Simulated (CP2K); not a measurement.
Two runs for the O K edge of water dimer. Run A: CP2K XAS_TDP, all-electron GAPW, PBEh(45%), aug-cc-pVTZ, TDA, no relativity. Run B differs in one setting.

First lines with a strength over 0.0015. A:

```
                              atom  energy (eV)  states  strength, one atom
O1 (bonded to 2 H, takes 1 H bond)       529.62       1              0.0145
                                         531.08       1              0.0333
                                         532.43       1              0.0060
                                         532.90       1              0.0109
                                         533.60       1              0.0035
O2 (bonded to 2 H, gives 1 H bond)       529.09       1              0.0121
                                         530.10       1              0.0093
                                         531.13       1              0.0030
                                         531.45       1              0.0050
                                         531.96       1              0.0101
```

B:

```
                              atom  energy (eV)  states  strength, one atom
O1 (bonded to 2 H, takes 1 H bond)       533.95       1              0.0144
                                         535.41       1              0.0331
                                         536.75       1              0.0059
                                         537.23       1              0.0108
                                         537.93       1              0.0034
O2 (bonded to 2 H, gives 1 H bond)       533.34       1              0.0121
                                         534.35       1              0.0093
                                         535.39       1              0.0030
                                         535.71       1              0.0049
                                         536.21       1              0.0100
```

Question: Which was it: GW2X switched on, the basis, scalar relativity switched on, the functional?

GW2X switched on. GW2X shifts an atom's lines together and keeps their spacings. Against PBEh(45%) in aug-cc-pVTZ, the leading lines move by +4.33 eV (O1, to 533.95) and +4.25 eV (O2, to 533.34).

[Banner, clock and machine lines of the logs are left out without a mark of their own.]

[Logs are printed without paths, hosts, clocks, repeated set-up lines and the standing remarks that a program may print on its own settings, such as how far it seeks lower states.]

[Hosts, paths, dates, database ids (printed as entryN), source tags and the programs' standing remarks are cut or masked in the printed files.]
